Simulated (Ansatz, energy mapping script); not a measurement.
# CrO2: energy mapping under PBE+U with a computed U

How strongly do the moments of CrO2 couple under PBE+U with a computed U? The plan is to run several orders and fit a Heisenberg model.

Main program and level: Ansatz 0.2.0; PBE with U on Cr d by linear response, ortho-atomic projectors; plane waves, U on orthogonalised atomic orbitals unless named otherwise, collinear spin, no spin–orbit coupling.

### 1. Set-up

The structure is tetragonal, space group P4_2/mnm (No. 136). The conventional cell has a = 4.421 Å, b = 4.421 Å, c = 2.917 Å, α = 90.00°, β = 90.00°, γ = 90.00°. Nearest to Cr lie 6 O at 1.88 to 1.92 Å. O has 3 Cr at 1.88 to 1.92 Å nearest. Farther neighbours and most contacts between anions are not listed.

With a computed U no number in the result is fitted to experiment, though U carries the errors of its own one-shot run.

### 2. The Hubbard U from the response of the shell

A small shift of the shell's potential moves charge, once with all else frozen (χ₀) and once with the crystal screening it (χ); U is the difference of their inverses, taken as matrices. The response is summed over a mesh of wavevectors, so that a shifted site feels less of its own images.

input.yaml

```yaml
crystal:
  lattice:
    - [4.421, 0.0, 0.0]
    - [0.0, 4.421, 0.0]
    - [0.0, 0.0, 5.834]
  atoms:
    - { symbol: Cr, position: [0.0, 0.0, 0.0], spin: 3.0 }
    - { symbol: Cr, position: [0.0, 0.0, 0.5], spin: -3.0 }
    - { symbol: Cr, position: [0.5, 0.5, 0.25], spin: 3.0 }
    - { symbol: Cr, position: [0.5, 0.5, 0.75], spin: -3.0 }
    - { symbol: O, position: [0.301, 0.301, 0.0] }
    - { symbol: O, position: [0.301, 0.301, 0.5] }
    - { symbol: O, position: [0.199, 0.801, 0.25] }
    - { symbol: O, position: [0.199, 0.801, 0.75] }
    - { symbol: O, position: [0.699, 0.699, 0.0] }
    - { symbol: O, position: [0.699, 0.699, 0.5] }
    - { symbol: O, position: [0.801, 0.199, 0.25] }
    - { symbol: O, position: [0.801, 0.199, 0.75] }
magnetization:
  spin_polarized: true
kpoints:
  mp_grid: { grid: [4, 4, 4] }
hamiltonian:
  xc: pbe
  hubbard:
    sites: [{ species: Cr, l: d, u_eff: linear-response }]
    projectors: ortho-atomic
    lr: { qmesh: [2, 2, 1], qmesh_shift: [0.5, 0.5, 0.5] }
scf:
  occupations: { method: fermi_dirac, width: 0.05 }
output:
  eigenvalues: true
```

Started as:

```console
$ ansatz run input.yaml --threads 4 --pin off --max-ram 14336MiB --backend cpu --events-out ev --progress --plain --runs-dir out
```

Numbers of over 12 decimals in the logs are rounded to 6 here.

The program printed:

```text
Engine: ansatz 0.2.0, aarch64-unknown-linux-gnu
Pseudopotentials: kind: paw
Pseudopotential: Cr, paw, valence charge 14, recommended cutoff 420 eV (normal), Cr.paw.azcp
Pseudopotential: O, paw, valence charge 6, recommended cutoff 420 eV (normal), O.paw.azcp
Functional definition: PBE
  parameter kappa = 0.804
  parameter beta = 0.066725
  exchange = pbe_x(kappa = kappa, mu = beta*pi^2/3)
  correlation = pbe_c(beta = beta)
davidson cushion auto → off  (block headroom 18 ≥ Hubbard manifold empty extent 10; pin scf.eigensolver.cushion to override)
LR-U cycle 1: input U_eff = [0.000, 0.000, 0.000, 0.000] eV
Crystal: 12 atoms, lattice volume = 114.027 Å³
Basis set: ecut = 420 eV, 2259 PW (Γ)
Bands: 70, of which v1, the nominal top of the filled ones, is band 52 counted from 1 (51 counted from 0)
Symmetry: 8 space group operations
Space group: P-421m (ITA 113), of the structure as read, at distance tolerance 4.8e-5 Å
Magnetic group: BNS 113.272 (UNI 932), of the structure as read, at distance tolerance 4.8e-5 Å
k-points: 18 of 64 (time reversal used)
Non-local potential: Cr, projectors of the file, l = 0: 3, l = 1: 2, l = 2: 3, l = 3: 1
Non-local potential: O, projectors of the file, l = 0: 2, l = 1: 2, l = 2: 1
PAW form: soft (Blöchl's): semilocal exchange-correlation on the pseudo side does not see the compensation charge
PAW one-centre angular grid: Cr, 590 points (default); XC on 64 Gauss nodes
PAW one-centre angular grid: O, 110 points (default); XC on 64 Gauss nodes
Initial density: superposition of atomic densities (chi_scale 0.1, normalization cell, long waves kept (reshape's long-wave potential 0.00 eV rms))
Starting moments: Σ|m| = 12 μB on 4 of 12 sites
Starting magnetic order: antiferromagnet; a translation exchanges its spin sublattices: spin-degenerate at every k-point
Initial wavefunctions: pseudopotential atomic-orbital guess
Functional: x = pbe(κ = 0.804, μ = 0.219515), c = pbe(β = 0.066725)
iter 1 solved again at ethr=1.19e-2 eV; its pass at ethr=1.00e-1 eV (dr2=1.24e1 eV) is discarded
SCF iter   1: F=—  HF=-18051.819169 eV  |F-HF|=—  |Δ(HF+E_count)|=         —  Δρ=8.92e-2 (↑8.92e-2 ↓8.92e-2)  dr2=1.23e1  dr2_m=5.41e0  M=0.000 μB ∫|m|=8.644 μB  β_m=0.30  ethr=1.19e-2  ⟨swp⟩=2.1  Hψ=5984  notcnv=0
preconditioner: auto → Kerker (q_TF=auto, 2.687 Å⁻¹)  [metal: Δε(μ)=0.045 eV  Ē_g=11.059 eV  σ=0.050 eV  W_gap=0.22  n_scr=36 (ndim 8)  ℏωp=29.5 eV  f_vac=0.000  D(μ)=8.06/eV (n_scr^D=98)]
spin=Collinear: Kerker preconditioning applied to the charge; magnetization (m = ρ↑ − ρ↓) channel mixes plain (no charge-response kernel on spin).
iter 2 solved again at ethr=8.46e-4 eV; its pass at ethr=1.19e-2 eV (dr2=8.80e-1 eV) is discarded
SCF iter   2: F=—  HF=-18051.677353 eV  |F-HF|=—  |Δ(HF+E_count)|=   1.42e-1  Δρ=5.14e-2 (↑5.14e-2 ↓5.14e-2)  dr2=8.32e-1  dr2_m=2.35e0  M=0.000 μB ∫|m|=8.803 μB  β_m=0.30  ethr=8.46e-4  ⟨swp⟩=3.4  Hψ=5353  notcnv=0  defer=6
SCF iter   3: F=—  HF=-18052.315438 eV  |F-HF|=—  |Δ(HF+E_count)|=   6.38e-1  Δρ=3.87e-2 (↑3.87e-2 ↓3.87e-2)  dr2=4.19e-1  dr2_m=1.34e0  M=0.000 μB ∫|m|=8.669 μB  β_m=0.30  ethr=8.00e-4  ⟨swp⟩=2.2  Hψ=2525  notcnv=0  defer=5
SCF iter   4: F=—  HF=-18052.699201 eV  |F-HF|=—  |Δ(HF+E_count)|=   3.84e-1  Δρ=2.75e-2 (↑2.75e-2 ↓2.75e-2)  dr2=2.04e-2  dr2_m=7.79e-1  M=0.000 μB ∫|m|=8.523 μB  β_m=0.30  ethr=4.03e-4  ⟨swp⟩=3.6  Hψ=2624  notcnv=0  defer=5
SCF iter   5: F=—  HF=-18052.874074 eV  |F-HF|=—  |Δ(HF+E_count)|=   1.75e-1  Δρ=2.05e-2 (↑2.05e-2 ↓2.05e-2)  dr2=1.92e-2  dr2_m=4.35e-1  M=0.000 μB ∫|m|=8.460 μB  β_m=0.30  ethr=1.96e-5  ⟨swp⟩=3.9  Hψ=3135  notcnv=0  defer=13
SCF iter   6: F=—  HF=-18052.974632 eV  |F-HF|=—  |Δ(HF+E_count)|=   1.01e-1  Δρ=1.56e-2 (↑1.56e-2 ↓1.56e-2)  dr2=5.03e-3  dr2_m=2.54e-1  M=0.000 μB ∫|m|=8.389 μB  β_m=0.30  ethr=1.85e-5  ⟨swp⟩=3.3  Hψ=3063  notcnv=0  defer=9
Mixer restart at iter 6: flushing history
[...]
LR-U reference ψ shed before the perturbed-orbit SCFs — 0.08 GiB of wavefunction and exchange-operator storage released
NSCF: frozen V_eff on 18 k-points
NSCF: frozen V_eff on 60 k-points
DFPT response loops at q = (0.25, 0.25, -0.5) (fractional): preconditioner auto → Kerker (q_TF=auto, 2.687 Å⁻¹) (partly filled bands, converged f_vac=0.017); β = 1.00, the filter's whole step (`scf.mixing.beta` (0.30) is not read by the response loops under this deck's `scf.mixing.preconditioner`; to damp them name `kerker` or `kerker_dos`, under which they read `scf.mixing.beta`, and type it under 1.00, their step now; both keys bind the ground state too); Broyden in place of MSR1
LR-U cycle 1: largest |computed − input| of the U and V asked for = 5.8407 eV
LR-U result after 1 cycle(s), on the 2×2×1 q mesh at shift [0.5, 0.5, 0.5]:
  orbit [0, 2]: n₀ = 4.3490, χ₀ = -1.1269 eV⁻¹, χ = -0.1485 eV⁻¹, U = 5.841 eV, projected Ū = 5.841 eV over the magnetic orbit of site 0 (written back: yes)
  orbit [1, 3]: n₀ = 4.3490, χ₀ = -1.1269 eV⁻¹, χ = -0.1485 eV⁻¹, U = 5.841 eV, projected Ū = 5.841 eV over the magnetic orbit of site 0 (written back: yes)
  q = [0.2500, 0.2500, -0.5000], weight 1.0000: sites [0, 2] shifted on 30 pairs of k-points with 70 bands, 22 passes, the loops' stops and last bands leave some 1.0e-4 eV⁻¹ in χ
[...]
spin=Collinear: Kerker preconditioning applied to the charge; magnetization (m = ρ↑ − ρ↓) channel mixes plain (no charge-response kernel on spin).
[...]
spin-set hold released at iteration 8 (site moments contracting): the magnetisation degrees of freedom join the quasi-Newton model from the next iteration; the mixer history was flushed
[...]
SCF 2 converged in 17 iterations: F = -18034.212227 eV  dr2 = 4.15e-8
Symmetry: 4 space group operations
k-points: 21 of 64 (time reversal used)
[...]
Starting moments: Σ|m| = 12 μB on 4 of 12 sites; this step starts from the density that it was given
[...]
the translation (0, 0, 0.5) carries every atom to within crystal.symmetry.tolerance of an atom of its element with the starting moment reversed, but both spin channels are solved: the run starts from a saved state that isn't shown to keep it, or this solve from the single point that its walk made first
[...]
spin=Collinear: Kerker preconditioning applied to the charge; magnetization (m = ρ↑ − ρ↓) channel mixes plain (no charge-response kernel on spin).
[...]
SCF converged after 17 iterations
Magnetization: 0.0000 μB (52.0000 up, 52.0000 down)
Absolute magnetization: 12.0489 μB (∫|ρ↑−ρ↓|, with the PAW one-centre terms)
Spin contamination: 5.3438 ħ² per cell (⟨S²⟩ above its minimum at these occupations)
Per-site moments (μB) at R_I (Å): [(2.040667, 0.776294), (-2.040667, 0.776294), (2.040667, 0.776294), (-2.040667, 0.776294), (-0.183779, 0.776294), (0.183779, 0.776294), (-0.183779, 0.776294), (0.183779, 0.776294), (-0.183779, 0.776294), (0.183779, 0.776294), (-0.183779, 0.776294), (0.183779, 0.776294)]
Free energy (F): -18034.212227 eV
Harris-Foulkes:  -18034.212227 eV  (|F-HF|=1.32e-8)
Internal energy: -18034.191267 eV  (E = F + TS)
E sigma→0 (E₀):  -18034.201747 eV
Entropy (-TS):   -0.020960 eV (-1.747 meV/atom)
Fermi energy:    10.004204 eV
--- Per-component energies (eV) ---
  E_band       = -1020.201364
  E_kinetic    = 2760.148052
  E_local      = -8825.408090  (includes V_loc(G=0)·N_el)
  E_nonlocal   = 694.542040
  E_hartree    = 3524.827541
  E_xc         = -1144.843750
  E_vxc        = -1460.338925  (∫ρ·V_xc dr)
  E_hubbard    = 16.460893  (on-site DFT+U / exact-exchange correction)
  E_vhub       = -16.377103  (the Hubbard potential's part of the band-sum identity)
  E_paw        = -6035.655125  (= ΣΔE_a)
  E_vpaw       = -1222.461659  (= ΣTr[D̂ρ^β])
  E_aug_tail   = 0.022077  (compensation charges beyond the density's cutoff)
  E_ewald      = -9024.284905
  E_smearing   = -0.020960  (= −TS)
  E_closure    = 0.000000  (closes the sum)
  Σ components = -18034.212227   (vs F -18034.212227, Δ=0.00e0)
--- Band table (eV; the first three rows and the last of 36) ---
  k-point 0 ↑: bands = [... 48 lower, 9.3375, 9.3570, 9.7498, 9.7498, 10.1457, 10.7083, 12.8482, 13.7751, ... 14 higher]
  k-point 1 ↑: bands = [... 48 lower, 9.0378, 9.3060, 9.9523, 9.9523, 10.0468, 10.6957, 12.9089, 13.7236, ... 14 higher]
  k-point 2 ↑: bands = [... 48 lower, 8.7865, 9.1604, 9.9503, 10.0742, 10.0742, 10.6778, 12.9661, 13.6901, ... 14 higher]
  k-point 17 ↓: bands = [... 48 lower, 8.5840, 8.5840, 9.0469, 9.0469, 10.7309, 10.7309, 13.7709, 13.7709, ... 14 higher]
Occupation matrices written to <dir>
```

Elapsed: 2.6 min, on 4 threads of Arm Neoverse V1, shared host; peak memory 1.2 GiB; 10 min of CPU time.

Bare and screened response, and U:

| site | electrons | χ₀ (1/eV) | χ (1/eV) | U (eV) |
| --- | --- | --- | --- | --- |
| Cr1 and 1 alike | 4.349 | -1.127 | -0.1485 | 5.84 |
| Cr2 and 1 alike | 4.349 | -1.127 | -0.1485 | 5.84 |

For Cr1 the on-site elements alone give 1/χ₀ − 1/χ = 5.85 eV, the inverses of the full matrices 5.84 eV, and the program reports 5.84 eV. The state, moments and gap printed next belong to the closing SCF at this U.

The mean over each element's sites is typed into the runs below, where the first set of runs used U = 3.5 eV on Cr d, ortho-atomic projectors.

### 3. A run to fix the orbital filling

A corrected shell can settle in several orbital fillings. One parallel run, with an occupation width a fifth wider than the orders use, therefore is to supply the occupation matrices. All orders start from them.

input.yaml

```yaml
crystal:
  lattice:
    - [4.421, 0.0, 0.0]
    - [0.0, 4.421, 0.0]
    - [0.0, 0.0, 2.917]
  atoms:
    - { symbol: Cr, position: [0.0, 0.0, 0.0], spin: 3.0 }
    - { symbol: Cr, position: [0.5, 0.5, 0.5], spin: 3.0 }
    - { symbol: O, position: [0.301, 0.301, 0.0] }
    - { symbol: O, position: [0.199, 0.801, 0.5] }
    - { symbol: O, position: [0.699, 0.699, 0.0] }
    - { symbol: O, position: [0.801, 0.199, 0.5] }
magnetization:
  spin_polarized: true
kpoints:
  mp_grid: { grid: [8, 8, 12] }
hamiltonian:
  xc: pbe
  hubbard:
    sites: [{ species: Cr, l: d, u_eff: 5.84 }]
    projectors: ortho-atomic
scf:
  occupations: { method: fermi_dirac, width: 0.06 }
output:
  eigenvalues: true
```

The program printed:

```text
[...]
Crystal: 6 atoms, lattice volume = 57.013 Å³
Basis set: ecut = 420 eV, 1121 PW (Γ)
Bands: 35, of which v1, the nominal top of the filled ones, is band 26 counted from 1 (25 counted from 0)
Symmetry: 16 space group operations
[...]
k-points: 105 of 768
[...]
Starting moments: Σ|m| = 6 μB on 2 of 6 sites
[...]
SCF iter   1: F=—  HF=-9014.815305 eV  |F-HF|=—  |Δ(HF+E_count)|=         —  Δρ=6.94e-2 (↑6.63e-2 ↓6.94e-2)  dr2=3.71e0  dr2_m=1.49e0  M=4.000 μB ∫|m|=6.485 μB  β_m=0.30  ethr=3.10e-3  ⟨swp⟩=5.3  Hψ=24068  notcnv=0  defer=6
[...]
SCF iter  17: F=-9017.655728 eV  HF=-9017.655728 eV  |F-HF|=3.21e-9  |Δ(HF+E_count)|=   2.02e-8  Δρ=2.17e-6 (↑2.17e-6 ↓1.05e-6)  dr2=4.93e-9  dr2_m=3.18e-10  M=4.000 μB ∫|m|=6.901 μB  ethr=1.92e-10  ⟨swp⟩=7.4  Hψ=17654  notcnv=0
SCF 1 converged in 17 iterations: F = -9017.655728 eV  dr2 = 4.93e-9
[...]
SCF converged after 17 iterations
Magnetization: 4.0000 μB (28.0000 up, 24.0000 down)
Absolute magnetization: 6.9005 μB (∫|ρ↑−ρ↓|, with the PAW one-centre terms)
[...]
Per-site moments (μB) at R_I (Å): [(2.158151, 0.776294), (2.158151, 0.776294), (-0.326382, 0.776294), (-0.326382, 0.776294), (-0.326382, 0.776294), (-0.326382, 0.776294)]
Free energy (F): -9017.655728 eV
[...]
Internal energy: -9017.639675 eV  (E = F + TS)
E sigma→0 (E₀):  -9017.647702 eV
Entropy (-TS):   -0.016054 eV (-2.676 meV/atom)
Fermi energy:    10.246048 eV
[...]
--- Band table (eV; the first three rows and the last of 210) ---
  k-point 0 ↑: bands = [... 22 lower, 7.5705, 7.5990, 7.7320, 9.4200, 9.9527, 9.9527, 10.5977, 11.2083, ... 5 higher]
  k-point 1 ↑: bands = [... 22 lower, 7.5080, 7.5975, 8.0408, 9.3270, 10.0301, 10.0301, 10.5155, 11.1664, ... 5 higher]
  k-point 2 ↑: bands = [... 22 lower, 7.6949, 7.6949, 8.1954, 9.1098, 10.2135, 10.2135, 10.3017, 11.0434, ... 5 higher]
  k-point 104 ↓: bands = [... 22 lower, 9.0209, 9.0209, 14.7243, 14.7243, 15.0254, 15.0254, 15.5733, 15.5733, ... 5 higher]
Occupation matrices written to <dir>
```

Elapsed: 11 s, on 4 threads; peak memory 0.59 GiB.

Read from the output:

```
final state                       : ferromagnetic
electrons in the corrected shells : 4.246, 4.246 e
largest moment                    : 2.158 μB
```

### 4. Run 1 (parallel; cell A, 12 atoms)

The parallel order is the zero of energy for this cell and mesh.

input.yaml

```yaml
crystal:
  lattice:
    - [4.421, 0.0, 0.0]
    - [0.0, 4.421, 0.0]
    - [0.0, 0.0, 5.834]
  atoms:
    - { symbol: Cr, position: [0.0, 0.0, 0.0], spin: 3.0 }
    - { symbol: Cr, position: [0.0, 0.0, 0.5], spin: 3.0 }
    - { symbol: Cr, position: [0.5, 0.5, 0.25], spin: 3.0 }
    - { symbol: Cr, position: [0.5, 0.5, 0.75], spin: 3.0 }
    - { symbol: O, position: [0.301, 0.301, 0.0] }
    - { symbol: O, position: [0.301, 0.301, 0.5] }
    - { symbol: O, position: [0.199, 0.801, 0.25] }
    - { symbol: O, position: [0.199, 0.801, 0.75] }
    - { symbol: O, position: [0.699, 0.699, 0.0] }
    - { symbol: O, position: [0.699, 0.699, 0.5] }
    - { symbol: O, position: [0.801, 0.199, 0.25] }
    - { symbol: O, position: [0.801, 0.199, 0.75] }
magnetization:
  spin_polarized: true
kpoints:
  mp_grid: { grid: [8, 8, 6] }
hamiltonian:
  xc: pbe
  hubbard:
    sites:
      - { species: Cr, l: d, u_eff: 5.84 }
      - { site: 0, l: d, u_eff: 5.84, starting_ns: [{ spin: up, occupation_matrix: cr1_major }, { spin: down, occupation_matrix: cr1_minor }] }
      - { site: 1, l: d, u_eff: 5.84, starting_ns: [{ spin: up, occupation_matrix: cr1_major }, { spin: down, occupation_matrix: cr1_minor }] }
      - { site: 2, l: d, u_eff: 5.84, starting_ns: [{ spin: up, occupation_matrix: cr2_major }, { spin: down, occupation_matrix: cr2_minor }] }
      - { site: 3, l: d, u_eff: 5.84, starting_ns: [{ spin: up, occupation_matrix: cr2_major }, { spin: down, occupation_matrix: cr2_minor }] }
    projectors: ortho-atomic
    occupation_matrices:
      cr1_major:
        matrix:
          - [0.811, 0.0, 0.0, 0.0, 0.264]
          - [0.0, 0.646, 0.266, 0.0, 0.0]
          - [0.0, 0.266, 0.646, 0.0, 0.0]
          - [0.0, 0.0, 0.0, 0.791, 0.0]
          - [0.264, 0.0, 0.0, 0.0, 0.58]
      cr1_minor:
        matrix:
          - [0.128, 0.0, 0.0, 0.0, -0.09]
          - [0.0, 0.174, -0.084, 0.0, 0.0]
          - [0.0, -0.084, 0.174, 0.0, 0.0]
          - [0.0, 0.0, 0.0, 0.092, 0.0]
          - [-0.09, 0.0, 0.0, 0.0, 0.204]
      cr2_major:
        matrix:
          - [0.811, 0.0, 0.0, 0.0, -0.264]
          - [0.0, 0.646, -0.266, 0.0, 0.0]
          - [0.0, -0.266, 0.646, 0.0, 0.0]
          - [0.0, 0.0, 0.0, 0.791, 0.0]
          - [-0.264, 0.0, 0.0, 0.0, 0.58]
      cr2_minor:
        matrix:
          - [0.128, 0.0, 0.0, 0.0, 0.09]
          - [0.0, 0.174, 0.084, 0.0, 0.0]
          - [0.0, 0.084, 0.174, 0.0, 0.0]
          - [0.0, 0.0, 0.0, 0.092, 0.0]
          - [0.09, 0.0, 0.0, 0.0, 0.204]
scf:
  occupations: { method: fermi_dirac, width: 0.05 }
output:
  eigenvalues: true
```

The program printed:

```text
[...]
Crystal: 12 atoms, lattice volume = 114.027 Å³
Basis set: ecut = 420 eV, 2259 PW (Γ)
Bands: 70, of which v1, the nominal top of the filled ones, is band 52 counted from 1 (51 counted from 0)
Symmetry: 32 space group operations
[...]
k-points: 60 of 384
[...]
Starting moments: Σ|m| = 12 μB on 4 of 12 sites
[...]
SCF iter   1: F=—  HF=-18034.069030 eV  |F-HF|=—  |Δ(HF+E_count)|=         —  Δρ=9.37e-2 (↑9.37e-2 ↓7.06e-2)  dr2=1.45e1  dr2_m=3.69e0  M=8.000 μB ∫|m|=11.645 μB  β_m=0.30  ethr=3.10e-3  ⟨swp⟩=5.7  Hψ=26138  notcnv=0  defer=116
[...]
SCF iter  14: F=-18035.306625 eV  HF=-18035.306625 eV  |F-HF|=2.74e-8  |Δ(HF+E_count)|=   1.42e-7  Δρ=5.59e-6 (↑5.59e-6 ↓1.89e-6)  dr2=5.51e-8  dr2_m=6.93e-9  M=8.000 μB ∫|m|=13.799 μB  ethr=9.62e-11  ⟨swp⟩=9.5  Hψ=23521  notcnv=0
SCF 1 converged in 14 iterations: F = -18035.306625 eV  dr2 = 5.51e-8
[...]
SCF converged after 14 iterations
Magnetization: 8.0000 μB (56.0000 up, 48.0000 down)
Absolute magnetization: 13.7988 μB (∫|ρ↑−ρ↓|, with the PAW one-centre terms)
[...]
Per-site moments (μB) at R_I (Å): [(2.157900, 0.776294), (2.157900, 0.776294), (2.157900, 0.776294), (2.157900, 0.776294), (-0.326258, 0.776294), (-0.326258, 0.776294), (-0.326258, 0.776294), (-0.326258, 0.776294), (-0.326258, 0.776294), (-0.326258, 0.776294), (-0.326258, 0.776294), (-0.326258, 0.776294)]
Free energy (F): -18035.306625 eV
[...]
Internal energy: -18035.285011 eV  (E = F + TS)
E sigma→0 (E₀):  -18035.295818 eV
Entropy (-TS):   -0.021614 eV (-1.801 meV/atom)
Fermi energy:    10.246601 eV
[...]
--- Specified on-site occupations, and those of the state reported ---
  electrons in the specified blocks: 16.9840 specified, 16.9841 found
  site 0 (l=d) ↓: largest change of an orbital's occupation 0.0005; electrons 0.7720 specified, 0.7726 found; spectral distance 0.0006
[...]
site 2 (l=d) ↑: largest change of an orbital's occupation 0.0005; electrons 3.4740 specified, 3.4734 found; spectral distance 0.0007
[...]
--- Band table (eV; the first three rows and the last of 120) ---
  k-point 0 ↑: bands = [... 48 lower, 7.8655, 8.1126, 8.1126, 9.4199, 9.9527, 9.9527, 10.1083, 10.1083, ... 14 higher]
  k-point 1 ↑: bands = [... 48 lower, 8.1222, 8.1222, 8.1546, 9.3269, 9.9405, 10.0300, 10.0300, 10.3498, ... 14 higher]
  k-point 2 ↑: bands = [... 48 lower, 8.1044, 8.1951, 8.5265, 9.1095, 9.9118, 10.2133, 10.2133, 10.3017, ... 14 higher]
  k-point 59 ↓: bands = [... 48 lower, 14.6878, 14.6878, 14.6878, 14.6878, 14.7884, 14.7884, 14.7884, 14.7884, ... 14 higher]
Occupation matrices written to <dir>
```

The job ended after 24 s (4 threads; peak memory 0.99 GiB; 93 s of CPU time).

Spin moment in the sphere by atom:

| atom | spin moment in the sphere (μB) |
| --- | --- |
| Cr1 | 2.16 |
| Cr2 | 2.16 |
| Cr3 | 2.16 |
| Cr4 | 2.16 |
| O5 | -0.33 |
| O6 | -0.33 |
| O7 | -0.33 |
| O8 | -0.33 |
| O9 | -0.33 |
| O10 | -0.33 |
| O11 | -0.33 |
| O12 | -0.33 |

The run ends ferromagnetic.

[end of part 1 of 3]

[Logs and program files are shortened in this print: banners, set-up blocks, solver, clock and traceback lines can be left out without a mark of their own.]

[Logs are printed without paths, hosts, clocks, repeated set-up lines and the standing remarks that a program may print on its own settings, such as how far it seeks lower states.]

[Hosts, paths, dates, database ids (printed as entryN), source tags and the programs' standing remarks are cut or masked in the printed files.]

[Where a cell is said to come from a database of computed structures, the database is the Materials Project.]
